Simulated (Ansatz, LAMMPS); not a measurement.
# Electronic structure of glassy nearly rigid 98GeO2-2ZnO (mol %) at 2200 K (194 atoms), part 2 of 2

Wanted: forces, charges and levels of glassy nearly rigid 98GeO2-2ZnO (mol %) at 2200 K (194 atoms).

Ansatz 0.2.0; Kohn-Sham DFT, PBE, PAW (set soft_2), plane waves.

The cell: 64 Ge, 1 Zn and 129 O. The network of bonds at the start is that of the classical potential that made the cell. Sampling is at Γ alone, for a cell whose shortest periodic width is 15 Å.

So far. Step 3 (Plane-wave single point): Mean Löwdin charges: Ge +1.60, O -0.74, Zn +1.47 e (they miss 0.52 % of the electrons, so they add up to more than the cell's charge). The largest share in the top eV of filled states is O p (97 % of the projected weight), and in the lowest eV of empty states Ge s (39 % of the projected weight).

## Step 4: Local order

These statistics describe the geometry on which the runs were made.

Density 3.68 g/cm³, 15.75 Å³ an atom.

Pair distribution functions g(r), in bins of 0.2 Å:

| r (Å) | total | O-O | O-Ge | O-Zn | Ge-Ge | Ge-Zn | Zn-Zn |
| --- | --- | --- | --- | --- | --- | --- | --- |
| 1.50 | 0.26 | 0.00 | 0.60 | 0.00 | 0.00 | 0.00 | 0.00 |
| 1.70 | 3.68 | 0.00 | 8.38 | 0.00 | 0.00 | 0.00 | 0.00 |
| 1.90 | 1.34 | 0.00 | 3.02 | 2.83 | 0.00 | 0.00 | 0.00 |
| 2.10 | 0.13 | 0.03 | 0.23 | 2.19 | 0.00 | 0.00 | 0.00 |
| 2.30 | 0.08 | 0.16 | 0.03 | 0.00 | 0.00 | 0.00 | 0.00 |
| 2.50 | 0.51 | 1.05 | 0.09 | 0.00 | 0.00 | 0.00 | 0.00 |
| 2.70 | 1.29 | 2.74 | 0.18 | 0.00 | 0.00 | 0.00 | 0.00 |
| 2.90 | 1.12 | 2.29 | 0.16 | 0.00 | 0.36 | 0.00 | 0.00 |
| 3.10 | 0.88 | 1.42 | 0.25 | 0.00 | 1.26 | 1.89 | 0.00 |
| 3.30 | 0.97 | 0.94 | 0.42 | 1.75 | 3.32 | 0.00 | 0.00 |
| 3.50 | 0.87 | 0.75 | 0.70 | 3.10 | 1.90 | 1.62 | 0.00 |
| 3.70 | 0.90 | 0.59 | 1.24 | 2.06 | 0.66 | 1.41 | 0.00 |
| 3.90 | 0.89 | 0.62 | 1.28 | 0.61 | 0.39 | 1.26 | 0.00 |
| 4.10 | 1.10 | 0.66 | 1.59 | 1.12 | 0.82 | 3.35 | 0.00 |
| 4.30 | 1.18 | 0.75 | 1.69 | 0.53 | 0.89 | 1.06 | 0.00 |
| 4.50 | 1.11 | 0.79 | 1.48 | 0.47 | 0.91 | 1.88 | 0.00 |
| 4.70 | 1.11 | 0.97 | 1.21 | 2.99 | 1.18 | 0.87 | 0.00 |
| 4.90 | 1.03 | 1.18 | 0.89 | 0.00 | 1.12 | 1.55 | 0.00 |
| 5.10 | 1.01 | 1.31 | 0.69 | 0.72 | 1.05 | 0.73 | 0.00 |
| 5.30 | 1.02 | 1.34 | 0.69 | 1.00 | 1.03 | 0.69 | 0.00 |
| 5.50 | 1.02 | 1.27 | 0.70 | 1.58 | 1.25 | 0.00 | 0.00 |
| 5.70 | 1.05 | 1.18 | 0.93 | 0.88 | 1.06 | 0.57 | 0.00 |
| 5.90 | 0.96 | 0.96 | 0.91 | 1.35 | 1.14 | 1.10 | 0.00 |
| 6.10 | 0.93 | 0.86 | 1.01 | 0.51 | 0.91 | 0.50 | 0.00 |
| 6.30 | 0.88 | 0.76 | 1.01 | 0.95 | 0.84 | 1.42 | 0.00 |
| 6.50 | 0.93 | 0.81 | 1.10 | 1.12 | 0.73 | 0.46 | 0.00 |
| 6.70 | 0.97 | 0.88 | 1.11 | 0.64 | 0.83 | 0.42 | 0.00 |
| 6.90 | 0.97 | 0.77 | 1.21 | 0.79 | 0.82 | 1.99 | 0.00 |

Bonds by pair of elements; cutoffs follow the first minimum of g(r), held within bounds set by covalent radii, and pairs that aren't listed don't count as bonded:

| pair A-B | cutoff (Å) | bonds | mean length (Å) | spread (Å) | shortest (Å) | B about A | A about B |
| --- | --- | --- | --- | --- | --- | --- | --- |
| O-Ge | 2.27 | 256 | 1.76 | 0.115 | 1.54 | 1.98 | 4 |
| O-Zn | 2.2 | 2 | 1.94 | 0.113 | 1.83 | 0.016 | 2 |

How many atoms have how many bonded neighbours:

| element | mean | 1 | 2 | 3 | 4 | 5 |
| --- | --- | --- | --- | --- | --- | --- |
| Ge | 4 | 0 | 0 | 1 | 62 | 1 |
| O | 2 | 3 | 123 | 3 | 0 | 0 |
| Zn | 2 | 0 | 1 | 0 | 0 | 0 |

Bond angles (no mean is given where the spread exceeds 20°):

| angle | count | mean (°) | spread (°) |
| --- | --- | --- | --- |
| O-Ge-O | 385 | 109 | 13.6 |
| Ge-O-Ge | 130 | 146 | 16.8 |
| Ge-O-Zn | 2 | 150 | 15.5 |
| O-Zn-O | 1 | 132 | 0 |

Oxygen atoms by the number of network formers (Si, P, Ge, B, Al, As, Ga) bound to them:

| network formers bound to O | O atoms | per cent |
| --- | --- | --- |
| 0 | 0 | 0 |
| 1 | 5 | 3.9 |
| 2 | 121 | 93.8 |
| 3 | 3 | 2.3 |

Network units: each former by its oxygen neighbours and how many of them bridge to another former:

| former | O neighbours | bridging O | atoms |
| --- | --- | --- | --- |
| Ge | 3 | 2 | 1 |
| Ge | 4 | 3 | 4 |
| Ge | 4 | 4 | 58 |
| Ge | 5 | 5 | 1 |

Bond length by coordination (bonds to H left out):

| element | coordination | atoms | mean bond length (Å) |
| --- | --- | --- | --- |
| Ge | 3 | 1 | 1.79 |
| Ge | 4 | 62 | 1.76 |
| Ge | 5 | 1 | 1.87 |
| O | 1 | 3 | 1.67 |
| O | 2 | 123 | 1.76 |
| O | 3 | 3 | 1.86 |

Rings of the network by King's shortest-path rule, up to 12 atoms, one path for each pair of neighbours; H, halogens, alkali and alkaline-earth atoms are left out, and the last column divides by all other atoms, bonded or not:

| ring size (atoms) | rings | per network atom |
| --- | --- | --- |
| 4 | 1 | 0.005 |
| 8 | 16 | 0.082 |
| 10 | 25 | 0.129 |
| 12 | 28 | 0.144 |

By these cutoffs 97 % of Ge atoms have 4, 95 % of O atoms have 2 and all Zn atoms have 2 bonded neighbours. The O-Ge-O angle averages 109° with a spread of 14°. Counting bonds to Ge alone, not to Zn, 94 % of the oxygens join two of these atoms and 4 % one; 2 % join three. The commonest Ge unit has 4 oxygens, 4 of them shared with other formers (58 of 64 atoms). Rings of 12 atoms are the most common (40 % of those counted); sizes run from 4 to 12, where the search stops.

A closer look about O134, which has 3 bonded neighbours where the commonest count for O is 2: 14 atoms, nearest first, numbered in the order of the input, with positions taken from that point.

| atom | x | y | z | distance (Å) | bonds | Löwdin charge (e) | Fx | Fy | Fz (eV/Å) |
| --- | --- | --- | --- | --- | --- | --- | --- | --- | --- |
| O134 | 0.00 | 0.00 | 0.00 | 0.00 | 3 | -0.66 | -2.47 | -2.32 | -0.39 |
| Ge40 | 0.63 | 1.60 | -0.05 | 1.72 | 4 | 1.54 | 5.26 | 0.95 | 0.87 |
| Ge63 | -0.10 | -1.29 | -1.36 | 1.88 | 4 | 1.57 | 1.33 | -2.69 | 0.35 |
| Ge56 | -0.32 | -0.68 | 1.86 | 2.01 | 5 | 1.53 | -0.68 | -3.29 | 3.19 |
| O162 | 0.79 | -1.94 | 1.25 | 2.44 | 2 | -0.72 | -0.71 | 0.82 | -0.70 |
| O121 | -0.79 | 0.98 | 2.24 | 2.57 | 2 | -0.74 | 0.49 | 0.07 | -1.31 |
| O165 | 2.03 | 1.26 | 1.20 | 2.67 | 2 | -0.80 | -1.65 | 0.67 | -0.61 |
| O177 | 1.34 | 1.73 | -1.66 | 2.75 | 2 | -0.73 | 1.52 | -0.10 | -2.04 |
| O131 | -0.61 | -0.55 | -2.77 | 2.89 | 2 | -0.74 | 0.19 | 1.46 | -1.12 |
| O180 | -1.92 | -1.55 | 1.60 | 2.95 | 2 | -0.78 | 1.63 | 2.46 | -1.02 |
| O70 | 1.41 | -2.20 | -1.55 | 3.04 | 2 | -0.71 | 2.49 | 0.51 | -0.27 |
| O101 | 0.47 | 3.23 | 0.50 | 3.30 | 2 | -0.71 | -3.83 | -1.16 | -0.97 |
| O66 | -1.78 | 2.31 | -1.59 | 3.32 | 2 | -0.86 | -1.05 | -5.20 | 3.30 |
| O157 | -1.01 | -2.84 | -1.40 | 3.32 | 2 | -0.73 | -0.78 | 0.07 | 0.49 |

The column of bonds counts only the pairs O-Ge within 2.27 Å, O-Zn within 2.20 Å; other neighbours, such as metal atoms beside each other in a compound, aren't counted, and periodic images can show an atom twice.

## Step 5: Outcome

| Item | Value |
| --- | --- |
| free energy per atom | -1810.8299 eV/atom |
| pressure | 6.312 GPa |
| r.m.s. force component | 2.487 eV/Å |
| gap (highest filled to lowest empty level) | 0.694 eV |
| wall time of the 1 DFT run | 2.3 min |

**Reading.** Filled and empty levels are parted by 0.694 eV (at Γ alone); a semilocal functional tends to put such gaps too low. In a disordered cell it changes from sample to sample, and tail or defect levels can set it. Counting bonds as in the table, 97 % of Ge atoms have 4, 95 % of O atoms have 2 and all Zn atoms have 2 bonded neighbours.

**Limits.** The force components of 2.5 eV/Å r.m.s. come partly from thermal motion and partly from the difference between the classical potential and DFT. The stress is far from hydrostatic: its diagonal is 4.6, 8.6, 5.7 GPa, compression counted positive. The pressure of 6.3 GPa is that of one thermal frame, in which the classical model's bond lengths enter as well as the volume, without the kinetic term.

[Hosts, paths, dates, database ids (printed as entryN), source tags and the programs' standing remarks are cut or masked in the printed files.]
